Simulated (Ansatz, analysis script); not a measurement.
**Free-standing triangular Ni monolayer, spacing 2.976 Å: spin spirals and exchange**

Spirals are solved in the crystal's own cell at each q. What do they say of the order in a free-standing triangular Ni monolayer, spacing 2.976 Å?

Calculated with Ansatz 0.2.0; LDA, PAW set soft_1 (files made for PBE).

## 1. The structure

The cell holds 1 atom: 1 Ni. Its edges and angles: a = 2.976 Å, b = 2.976 Å, c = 14.000 Å, α = 90.0°, β = 90.0°, γ = 120.0°. An idealised lattice of chosen spacing, in vacuum. Vacuum lies along c.

## 2. Starting state

A collinear run comes first: it shows whether moments survive, and how large they are.

Input file input.yaml:

```yaml
crystal:
  lattice:
    - [2.976, 0.0, 0.0]
    - [-1.488, 2.577292, 0.0]
    - [0.0, 0.0, 14.0]
  atoms:
    - { symbol: Ni, position: [0.0, 0.0, 0.5], spin: 1.0 }
magnetization:
  spin_polarized: true
kpoints:
  mp_grid: { grid: [7, 7, 1] }
hamiltonian:
  xc: lda
  pseudopotentials: { kind: paw, azcp: { folder: soft_1 }, xc_functional: pbe }
scf:
  occupations: { method: fermi_dirac, width: 0.1 }
  max_iter: 120
  convergence: { dr2_threshold: 1.0e-08 }
  lower_state_search: "off"
output:
  write_density: true
  write_potential: true
  elf: true
  volumetric_format: npy
```

The run is started by

```console
$ ansatz run input.yaml --threads 4 --pin off --max-ram 8192MiB --backend cpu --events-out ev --progress --plain --runs-dir out
```

Numbers of over 12 decimals in the logs are rounded to 6 here.

Output:

```text
Engine: ansatz 0.2.0, aarch64-unknown-linux-gnu
Pseudopotentials: kind: paw
Pseudopotential: Ni, paw, valence charge 18, recommended cutoff 420 eV (normal), soft_1/Ni.paw.azcp
Functional definition: SPW92
  exchange = slater_x
  correlation = pw_c
Crystal: 1 atoms, lattice volume = 107.380 Å³
Basis set: ecut = 420 eV, 2027 PW (Γ)
Bands: 14, of which v1, the nominal top of the filled ones, is band 9 counted from 1 (8 counted from 0)
Symmetry: 24 space group operations
Space group: P6/mmm (ITA 191), of the structure as read, at distance tolerance 4.8e-5 Å
Magnetic group: BNS 191.233 (UNI 1463), of the structure as read, at distance tolerance 4.8e-5 Å
k-points: 8 of 49
Non-local potential: Ni, projectors of the file, l = 0: 3, l = 1: 2, l = 2: 3, l = 3: 1
PAW form: soft (Blöchl's): semilocal exchange-correlation on the pseudo side does not see the compensation charge
PAW frozen core: Ni, regenerated for the run's functional, and the local potential with it (the file was generated under x = pbe(κ = 0.804, μ = 0.219515), c = pbe(β = 0.066725))
PAW one-centre angular grid: Ni, 590 points (default); XC on 64 Gauss nodes
Initial density: superposition of atomic densities (neutral atoms: chi_scale 0, normalization atom)
Starting moments: Σ|m| = 1 μB on 1 of 1 site
Initial wavefunctions: pseudopotential atomic-orbital guess
Functional: x = slater, c = lda
SCF iter   1: F=—  HF=-5771.356756 eV  |F-HF|=—  |Δ(HF+E_count)|=         —  Δρ=6.83e-2 (↑3.23e-2 ↓6.83e-2)  dr2=7.87e0  dr2_m=3.43e-1  M=0.550 μB ∫|m|=0.554 μB  β_m=0.30  ethr=3.10e-3  ⟨swp⟩=5.4  Hψ=1240  notcnv=0
preconditioner: auto → LDOS  [metal: Δε(μ)=0.154 eV  Ē_g=8.879 eV  σ=0.100 eV  W_gap=0.36  n_scr=8 (ndim 8)  ℏωp=11.3 eV  f_vac=0.705  D(μ)=3.58/eV (n_scr^D=16)]
spin=Collinear: LDOS preconditioning applied to the charge; magnetization (m = ρ↑ − ρ↓) channel mixes plain (no charge-response kernel on spin).
SCF iter   2: F=—  HF=-5770.543859 eV  |F-HF|=—  |Δ(HF+E_count)|=   8.13e-1  Δρ=1.74e-2 (↑1.72e-2 ↓1.74e-2)  dr2=1.37e0  dr2_m=2.49e-3  M=0.772 μB ∫|m|=0.802 μB  β_m=0.30  ethr=3.10e-3  ⟨swp⟩=2.2  Hψ=515  notcnv=0  defer=4
SCF iter   3: F=—  HF=-5770.359240 eV  |F-HF|=—  |Δ(HF+E_count)|=   1.85e-1  Δρ=1.04e-2 (↑1.04e-2 ↓7.20e-3)  dr2=4.40e-1  dr2_m=4.67e-3  M=0.775 μB ∫|m|=0.840 μB  β_m=1.00  ethr=3.10e-3  ⟨swp⟩=2.2  Hψ=404  notcnv=0  defer=4
SCF iter   4: F=—  HF=-5770.275990 eV  |F-HF|=—  |Δ(HF+E_count)|=   8.33e-2  Δρ=1.01e-2 (↑3.14e-3 ↓1.01e-2)  dr2=1.09e-1  dr2_m=1.63e-2  M=0.819 μB ∫|m|=0.928 μB  β_m=1.00  ethr=2.44e-3  ⟨swp⟩=3.2  Hψ=449  notcnv=0  defer=4
SCF iter   5: F=—  HF=-5770.271434 eV  |F-HF|=—  |Δ(HF+E_count)|=   4.56e-3  Δρ=1.81e-3 (↑1.81e-3 ↓1.30e-3)  dr2=4.10e-3  dr2_m=2.87e-4  M=0.795 μB ∫|m|=0.919 μB  β_m=0.30  ethr=6.04e-4  ⟨swp⟩=2.2  Hψ=381  notcnv=0  defer=3
SCF iter   6: F=—  HF=-5770.279056 eV  |F-HF|=—  |Δ(HF+E_count)|=   7.62e-3  Δρ=7.23e-4 (↑5.83e-4 ↓7.23e-4)  dr2=3.85e-4  dr2_m=2.73e-4  M=0.793 μB ∫|m|=0.918 μB  β_m=0.30  ethr=2.28e-5  ⟨swp⟩=2.2  Hψ=373  notcnv=0  defer=3
Mixer restart at iter 6: flushing history
spin-set hold released at iteration 6 (site moments contracting): the magnetisation degrees of freedom join the quasi-Newton model from the next iteration; the mixer history was flushed
SCF iter   7: F=—  HF=-5770.280877 eV  |F-HF|=—  |Δ(HF+E_count)|=   1.82e-3  Δρ=3.03e-4 (↑3.03e-4 ↓2.24e-4)  dr2=1.32e-4  dr2_m=3.86e-5  M=0.793 μB ∫|m|=0.921 μB  β_m=0.65  ethr=2.14e-6  ⟨swp⟩=1.3  Hψ=258  notcnv=0  defer=2
SCF iter   8: F=—  HF=-5770.283003 eV  |F-HF|=—  |Δ(HF+E_count)|=   2.13e-3  Δρ=8.67e-4 (↑8.59e-5 ↓8.67e-4)  dr2=3.83e-4  dr2_m=1.56e-4  M=0.794 μB ∫|m|=0.929 μB  β_m=0.60  ethr=7.35e-7  ⟨swp⟩=2.0  Hψ=415  notcnv=0  defer=2
SCF iter   9: F=—  HF=-5770.282977 eV  |F-HF|=—  |Δ(HF+E_count)|=   2.56e-5  Δρ=2.56e-4 (↑2.56e-4 ↓2.11e-4)  dr2=2.20e-5  dr2_m=3.75e-5  M=0.794 μB ∫|m|=0.930 μB  β_m=0.80  ethr=7.35e-7  ⟨swp⟩=2.4  Hψ=341  notcnv=0  defer=2
SCF iter  10: F=—  HF=-5770.283010 eV  |F-HF|=—  |Δ(HF+E_count)|=   3.27e-5  Δρ=3.05e-4 (↑8.71e-5 ↓3.05e-4)  dr2=8.82e-5  dr2_m=1.28e-5  M=0.795 μB ∫|m|=0.932 μB  β_m=0.78  ethr=1.22e-7  ⟨swp⟩=2.0  Hψ=420  notcnv=0  defer=2
SCF iter  11: F=—  HF=-5770.283011 eV  |F-HF|=—  |Δ(HF+E_count)|=   1.26e-6  Δρ=1.78e-5 (↑4.93e-6 ↓1.78e-5)  dr2=8.59e-8  dr2_m=1.15e-7  M=0.794 μB ∫|m|=0.932 μB  β_m=0.87  ethr=1.22e-7  ⟨swp⟩=2.2  Hψ=335  notcnv=0  defer=2
SCF iter  12: F=—  HF=-5770.283001 eV  |F-HF|=—  |Δ(HF+E_count)|=   9.94e-6  Δρ=5.94e-6 (↑9.12e-7 ↓5.94e-6)  dr2=1.22e-8  dr2_m=9.29e-9  M=0.794 μB ∫|m|=0.932 μB  β_m=0.94  ethr=4.77e-10  ⟨swp⟩=2.1  Hψ=327  notcnv=0  defer=2
iter 13 did not close the SCF: its close was put off for the exchange–correlation potential of the local minority spin (scf_convergence_deferred on its scf_iter line)
SCF iter  13: F=-5770.283001 eV  HF=-5770.283001 eV  |F-HF|=6.47e-10  |Δ(HF+E_count)|=   2.61e-8  Δρ=9.14e-7 (↑9.14e-7 ↓6.75e-7)  dr2=8.25e-10  dr2_m=2.62e-10  M=0.794 μB ∫|m|=0.933 μB  β_m=0.97  ethr=5.56e-11  ⟨swp⟩=4.6  Hψ=825  notcnv=0
SCF iter  14: F=-5770.283001 eV  HF=-5770.283001 eV  |F-HF|=2.55e-11  |Δ(HF+E_count)|=  6.83e-10  Δρ=1.28e-7 (↑3.37e-8 ↓1.28e-7)  dr2=3.44e-12  dr2_m=5.19e-12  M=0.794 μB ∫|m|=0.933 μB  ethr=4.58e-12  ⟨swp⟩=1.1  Hψ=608  notcnv=0
SCF 1 converged in 14 iterations: F = -5770.283001 eV  dr2 = 3.44e-12
  greatest PAW one-centre occupation: 1.002 electrons in one spin orbital (limit 2), on the Ni atom at site 0 (counted from 0), in its partial waves of l = 1
WARN: The output density's exchange-correlation potential varies sharply where the density is thin. Do not read a vacuum level from v_tot or v_xc, or from such a field of the output density. On a cell that repeats whose density bears no net charge and no dipole along the vacuum's axis use v_es (v_loc + v_h of the components); under efield.dipole_correction with no amplitude use v_es + v_field, which holds any externa [...]
SCF converged after 14 iterations
Magnetization: 0.7942 μB (9.3971 up, 8.6029 down)
Absolute magnetization: 0.9328 μB (∫|ρ↑−ρ↓|, with the PAW one-centre terms)
Spin contamination: 0.0223 ħ² per cell (⟨S²⟩ above its minimum at these occupations)
Per-site moments (μB) at R_I (Å): [(0.851395, 1.227600)]
Free energy (F): -5770.283001 eV
Harris-Foulkes:  -5770.283001 eV  (|F-HF|=2.55e-11)
Internal energy: -5770.143010 eV  (E = F + TS)
E sigma→0 (E₀):  -5770.213006 eV
Entropy (-TS):   -0.139992 eV (-139.992 meV/atom)
Fermi energy:    -2.848750 eV
--- Per-component energies (eV) ---
  E_band       = -638.067934
  E_kinetic    = 333.766408
  E_local      = -10785.950125  (includes V_loc(G=0)·N_el)
  E_nonlocal   = -105.650509
  E_hartree    = 5334.070659
  E_xc         = -106.066566
  E_vxc        = -137.497376  (∫ρ·V_xc dr)
  E_paw        = -1596.941360  (= ΣΔE_a)
  E_vpaw       = -610.878616  (= ΣTr[D̂ρ^β])
  E_aug_tail   = 0.000861  (compensation charges beyond the density's cutoff)
  E_ewald      = 1156.193500
  E_core_change = 0.434121  (= ΣΔE_core)
  E_smearing   = -0.139992  (= −TS)
  E_closure    = -0.000000  (closes the sum)
  Σ components = -5770.283001   (vs F -5770.283001, Δ=0.00e0)
--- Band table (eV; the first three rows and the last of 16) ---
  k-point 0 ↑: bands = [... 5 lower, -4.1585, -4.1585, -4.0309, -3.6360, -3.6360, -1.1413, 2.0029, 3.1808, ... 1 higher]
  k-point 1 ↑: bands = [... 5 lower, -4.2279, -4.0332, -3.9636, -3.8314, -3.6589, -0.5365, 2.4510, 3.6574, ... 1 higher]
  k-point 2 ↑: bands = [... 5 lower, -4.1372, -4.0642, -3.7641, -3.7353, -3.7103, 1.0212, 3.7974, 5.0649, ... 1 higher]
  k-point 7 ↓: bands = [... 5 lower, -3.4837, -3.3905, -3.1500, -2.9227, 0.0237, 3.0352, 3.5227, 4.6213, ... 1 higher]
```

It took 0.94 s on 4 threads of Arm Neoverse V2, shared host; peak memory 0.29 GiB.

Spin moment in the atom's sphere by atom:

```tsv
atom	spin moment in the atom's sphere (μB)
Ni1	0.851
```

The run ends ferromagnetic, with a net moment of 0.794 μB a cell. With one Ni atom carrying the moment, parallel order of its images is forced by the cell, not found.

Spin density in the ca plane at fractional y = 0.000, with atoms of Ni within 0.2 Å of it.

Values in e/Å³, 5 rows by 16 columns, each cell a mean:
```
0.0 0.0 0.0 0.0 0.0 0.0 0.0 0.3 0.5 0.0 0.0 0.0 0.0 0.0 0.0 0.0
0.0 0.0 0.0 0.0 0.0 0.0 0.0 0.0 0.0 0.0 0.0 0.0 0.0 0.0 0.0 0.0
0.0 0.0 0.0 0.0 0.0 0.0 0.0 0.0 0.0 0.0 0.0 0.0 0.0 0.0 0.0 0.0
0.0 0.0 0.0 0.0 0.0 0.0 0.0 0.0 0.0 0.0 0.0 0.0 0.0 0.0 0.0 0.0
0.0 0.0 0.0 0.0 0.0 0.0 0.0 0.5 1.1 0.0 0.0 0.0 0.0 0.0 0.0 0.0
```
Columns run along c (14.0 Å), rows up along a (3.0 Å). Atoms in or near the plane, at fractional coordinates: Ni at (0.50, 0.00).

Valence density in the ca plane at fractional y = 0.000, with atoms of Ni within 0.2 Å of it. It is the smooth field of the valence electrons, not physical close to the nuclei.

Ten steps, logarithmic in the rise over the least value, from '0' (0 e/Å³) to '9' (48 e/Å³), each cell a mean:
```
0000000000000000014786200000000000000000
0000000000000000001342100000000000000000
0000000000000000000110000000000000000000
0000000000000000000000000000000000000000
0000000000000000000000000000000000000000
0000000000000000001221000000000000000000
0000000000000000003564100000000000000000
0000000000000000014897300000000000000000
```
Columns run along c (14.0 Å), rows up along a (3.0 Å). Atoms in or near the plane, at fractional coordinates: Ni at (0.50, 0.00).

ELF in the ca plane at fractional y = 0.000, with atoms of Ni within 0.2 Å of it. It is the smooth field of the valence electrons, not physical close to the nuclei.

Ten even steps from '0' (0.00) to '9' (0.96), each cell a mean:
```
0000000000000001112685211100000000000000
0000000000000001111232111000000000000000
0000000000000001111111111000000000000000
0000000000000000122222211000000000000000
0000000000000000112212211000000000000000
0000000000000001111111111000000000000000
0000000000000001112453111100000000000000
0000000000000001113896211100000000000000
```
Columns run along c (14.0 Å), rows up along a (3.0 Å). Atoms in or near the plane, at fractional coordinates: Ni at (0.50, 0.00).

## 3. Denser mesh

Levels at the Fermi energy are partly filled, so moments and energy differences can hang on the k-mesh, and the state is solved again on a denser one.

input.yaml, the sections that differ from step 2:

```yaml
crystal:
  lattice:
    - [2.976, 0.0, 0.0]
    - [-1.488, 2.577292, 0.0]
    - [0.0, 0.0, 14.0]
  atoms:
    - { symbol: Ni, position: [0.0, 0.0, 0.5], spin: 0.85 }
kpoints:
  mp_grid: { grid: [21, 21, 1] }
basis:
  ecutwfc: 420.0
checkpoint:
  read: start
  write: ck
  compress: false
  write_wavefunctions: false
  write_every: 100000
# magnetization, hamiltonian, scf: as in step 2
# output: removed
```

Output:

```text
[...]
Magnetization: 0.9559 μB (9.4780 up, 8.5220 down)
Absolute magnetization: 1.0302 μB (∫|ρ↑−ρ↓|, with the PAW one-centre terms)
[...]
Per-site moments (μB) at R_I (Å): [(0.987387, 1.227600)]
Free energy (F): -5770.279732 eV
[...]
Internal energy: -5770.131495 eV  (E = F + TS)
E sigma→0 (E₀):  -5770.205614 eV
Entropy (-TS):   -0.148237 eV (-148.237 meV/atom)
Fermi energy:    -2.912022 eV
[...]
[key lines of the parts left out:]
SCF converged after 11 iterations
```

Run time: 2.1 s. Hardware: 4 threads; peak memory 0.39 GiB; 7.6 s of CPU time.

Spin moment in the atom's sphere by atom:

```tsv
atom	spin moment in the atom's sphere (μB)
Ni1	0.987
```

The run ends ferromagnetic, with a net moment of 0.956 μB a cell, against 0.794 μB on the first mesh.

Each spiral starts from these moments, tilted 90° from the rotation axis z (a flat spiral); sizes are free, while the program holds flat spirals in their plane. Spin–orbit coupling is switched off, so the energy does not depend on how the axis lies in the crystal. The folder named start holds the saved collinear state, from which each run begins.

The runs on spinors take the mesh 24×24×1.

## 4. q = (0, 0, 0)

The reference is the same input at q = 0, so that basis and exchange-correlation form match those at other q. Every q is chosen so that q/2 is a mesh vector: every spiral then samples the k-points of q = 0, and much mesh noise cancels.

input.yaml, the sections that differ from step 3:

```yaml
crystal:
  lattice:
    - [2.976, 0.0, 0.0]
    - [-1.488, 2.577292, 0.0]
    - [0.0, 0.0, 14.0]
  atoms:
    - { symbol: Ni, position: [0.0, 0.0, 0.5], spin: 0.99, spin_axis: [1.0, 0.0, 0.0] }
kpoints:
  mp_grid: { grid: [24, 24, 1] }
magnetization:
  noncollinear: true
  spin_spiral: { q: [0.0, 0.0, 0.0] }
checkpoint:
  read: start
# hamiltonian, scf, basis: as in step 3
```

The run is started by

```console
$ ansatz run input.yaml --threads 1 --pin off --max-ram 2048MiB --backend cpu --events-out ev --progress --plain --runs-dir out
```

Output:

```text
Warning: checkpoint.read: spin treatment differs: saved collinear, current noncollinear; the saved charge density seeds this run and the saved magnetisation is carried along the axis that this deck's starting moments share; the saved density holds an absolute magnetisation of 1.0e0 μB; saved orbitals and DFT+U occupations are not carried; the saved PAW projector densities are carried along that axis
Warning: checkpoint.read: magnetization.spin_spiral differs: saved none, current q = [0, 0, 0]; the saved state is no spin spiral's: the SCF starts from none of its orbitals and from its density, each atom's moment turned about z as a whole to its place on this deck's spiral. A spiral's own state at q: [0, 0, 0] serves better
[...]
Crystal: 1 atoms, lattice volume = 107.380 Å³
Basis set: ecut = 420 eV, 2027 PW (Γ)
Bands: 26, of which v1, the nominal top of the filled ones, is band 18 counted from 1 (17 counted from 0)
Symmetry: 24 space group operations
k-points: 61 of 576
Spin spiral: q = (0, 0, 0) of the reciprocal vectors; moments are told in the frame that turns with it, a site's in that at the site
[...]
SCF iter   1: F=—  HF=-5770.279237 eV  |F-HF|=—  |Δ(HF+E_count)|=         —  Δρ=3.30e-4  dr2=1.07e-5  dr2_m=2.68e-5  ethr=4.65e-6  |M|=9.51e-1 ∫|m|=1.03e0 μB  |m|>n=3.4e-2 m-floor=0.0e0 τ_xc=1.1e-33  β_m=0.30  ⟨swp⟩=2.6  Hψ=10632  notcnv=0
eigensolver tolerance schedule: the retry pair's looser diagonalisation over-reported the residual by 77.40 of it (diagonalisation noise at 0.13 of the residual, at the tolerance the schedule requests for it); recorded, not acted on — ethr = c·dr2/N_el stays at c = 1.0e-1
[...]
SCF iter   2: F=—  HF=-5770.279242 eV  |F-HF|=—  |Δ(HF+E_count)|=   5.05e-6  Δρ=1.76e-4  dr2=9.89e-6  dr2_m=7.59e-6  ethr=5.94e-8  |M|=9.52e-1 ∫|m|=1.03e0 μB  |m|>n=3.4e-2 m-floor=0.0e0 τ_xc=5.4e-26  β_m=0.34  ⟨swp⟩=2.1  Hψ=2447  notcnv=0
[...]
SCF iter   6: F=-5770.279255 eV  HF=-5770.279255 eV  |F-HF|=9.28e-11  |Δ(HF+E_count)|=   3.42e-9  Δρ=2.55e-6  dr2=3.20e-9  dr2_m=1.61e-9  ethr=5.56e-11  |M|=9.51e-1 ∫|m|=1.03e0 μB  |m|>n=3.4e-2 m-floor=0.0e0 τ_xc=1.3e-25  ⟨swp⟩=1.0  Hψ=3456  notcnv=0
SCF 1 converged in 6 iterations: F = -5770.279255 eV  dr2 = 3.20e-9
[...]
SCF converged after 6 iterations
Magnetization: |M| = 0.9508 μB,  M = (+0.9508, -0.0000, +0.0000) μB
Absolute magnetization: 1.0269 μB (∫|m|, with the PAW one-centre terms)
  site 0: m = (+0.9830, -0.0000, +0.0000) μB, |m| = 0.9830 μB  (R = 1.23 Å)
Free energy (F): -5770.279255 eV
[...]
Internal energy: -5770.130113 eV  (E = F + TS)
E sigma→0 (E₀):  -5770.204684 eV
Entropy (-TS):   -0.149142 eV (-149.142 meV/atom)
Fermi energy:    -2.909974 eV
[...]
```

Run time: 22 s. Hardware: 1 thread; peak memory 0.56 GiB.

The largest moment is 0.983 μB, against 0.987 μB in the collinear run.

## 5. q = (0.083, 0, 0)

Only q changes. The cell stays that of the crystal, since the generalised Bloch theorem carries the rotation from cell to cell.

input.yaml: that of step 4 with these lines changed.

```diff
@@ -21,3 +21,3 @@
   noncollinear: true
-  spin_spiral: { q: [0.0, 0.0, 0.0] }
+  spin_spiral: { q: [0.08333333, 0.0, 0.0] }
 checkpoint:
```

Output:

```text
[...]
Crystal: 1 atoms, lattice volume = 107.380 Å³
Basis set: ecut = 420 eV, 2027 PW (Γ)
Bands: 26, of which v1, the nominal top of the filled ones, is band 18 counted from 1 (17 counted from 0)
Symmetry: 4 space group operations
k-points: 157 of 576
[...]
SCF iter  10: F=-5770.275158 eV  HF=-5770.275158 eV  |F-HF|=1.55e-9  |Δ(HF+E_count)|=   5.57e-9  Δρ=1.90e-6  dr2=1.81e-9  dr2_m=4.13e-10  ethr=3.21e-12  |M|=9.50e-1 ∫|m|=1.03e0 μB  |m|>n=3.3e-2 m-floor=0.0e0 τ_xc=2.8e-19  ⟨swp⟩=1.1  Hψ=13131  notcnv=0
SCF 1 converged in 10 iterations: F = -5770.275158 eV  dr2 = 1.81e-9
[...]
SCF converged after 10 iterations
[...]
Magnetization: |M| = 0.9497 μB,  M = (+0.9497, -0.0000, +0.0000) μB
Absolute magnetization: 1.0278 μB (∫|m|, with the PAW one-centre terms)
  site 0: m = (+0.9831, -0.0000, +0.0000) μB, |m| = 0.9831 μB  (R = 1.23 Å)
Free energy (F): -5770.275158 eV
[...]
Internal energy: -5770.123255 eV  (E = F + TS)
E sigma→0 (E₀):  -5770.199206 eV
Entropy (-TS):   -0.151903 eV (-151.903 meV/atom)
Fermi energy:    -2.911995 eV
[...]
```

It took 1.7 min on 1 thread; peak memory 0.95 GiB.

The energy of the cell lies 4.10 meV above that at q = 0, and the largest moment is 0.983 μB against 0.983 μB.

## 6. q = (0.083, 0.083, 0)

input.yaml: that of step 5 with these lines changed.

```diff
@@ -21,3 +21,3 @@
   noncollinear: true
-  spin_spiral: { q: [0.08333333, 0.0, 0.0] }
+  spin_spiral: { q: [0.08333333, 0.08333333, 0.0] }
 checkpoint:
```

Output:

```text
[...]
Crystal: 1 atoms, lattice volume = 107.380 Å³
Basis set: ecut = 420 eV, 2027 PW (Γ)
Bands: 26, of which v1, the nominal top of the filled ones, is band 18 counted from 1 (17 counted from 0)
Symmetry: 4 space group operations
k-points: 157 of 576
[...]
SCF iter  10: F=-5770.267689 eV  HF=-5770.267689 eV  |F-HF|=6.46e-11  |Δ(HF+E_count)|=  4.66e-10  Δρ=5.01e-7  dr2=1.32e-10  dr2_m=5.66e-11  ethr=1.25e-11  |M|=9.40e-1 ∫|m|=1.02e0 μB  |m|>n=3.2e-2 m-floor=0.0e0 τ_xc=4.4e-19  ⟨swp⟩=1.6  Hψ=11016  notcnv=0
SCF 1 converged in 10 iterations: F = -5770.267689 eV  dr2 = 1.32e-10
[...]
SCF converged after 10 iterations
[...]
Magnetization: |M| = 0.9399 μB,  M = (+0.9399, -0.0000, +0.0000) μB
Absolute magnetization: 1.0219 μB (∫|m|, with the PAW one-centre terms)
  site 0: m = (+0.9766, -0.0000, +0.0000) μB, |m| = 0.9766 μB  (R = 1.23 Å)
Free energy (F): -5770.267689 eV
[...]
Internal energy: -5770.111084 eV  (E = F + TS)
E sigma→0 (E₀):  -5770.189386 eV
Entropy (-TS):   -0.156605 eV (-156.605 meV/atom)
Fermi energy:    -2.913152 eV
[...]
```

Wall time 86 s (1 thread); peak memory 0.95 GiB.

The energy of the cell lies 11.6 meV above that at q = 0, and the largest moment is 0.977 μB against 0.983 μB.

(Continued in part 2 of 2.)

[Logs and program files are shortened in this print: banners, set-up blocks, solver, clock and traceback lines can be left out without a mark of their own.]

[Logs are printed without paths, hosts, clocks, repeated set-up lines and the standing remarks that a program may print on its own settings, such as how far it seeks lower states.]

[Hosts, paths, dates, database ids (printed as entryN), source tags and the programs' standing remarks are cut or masked in the printed files.]
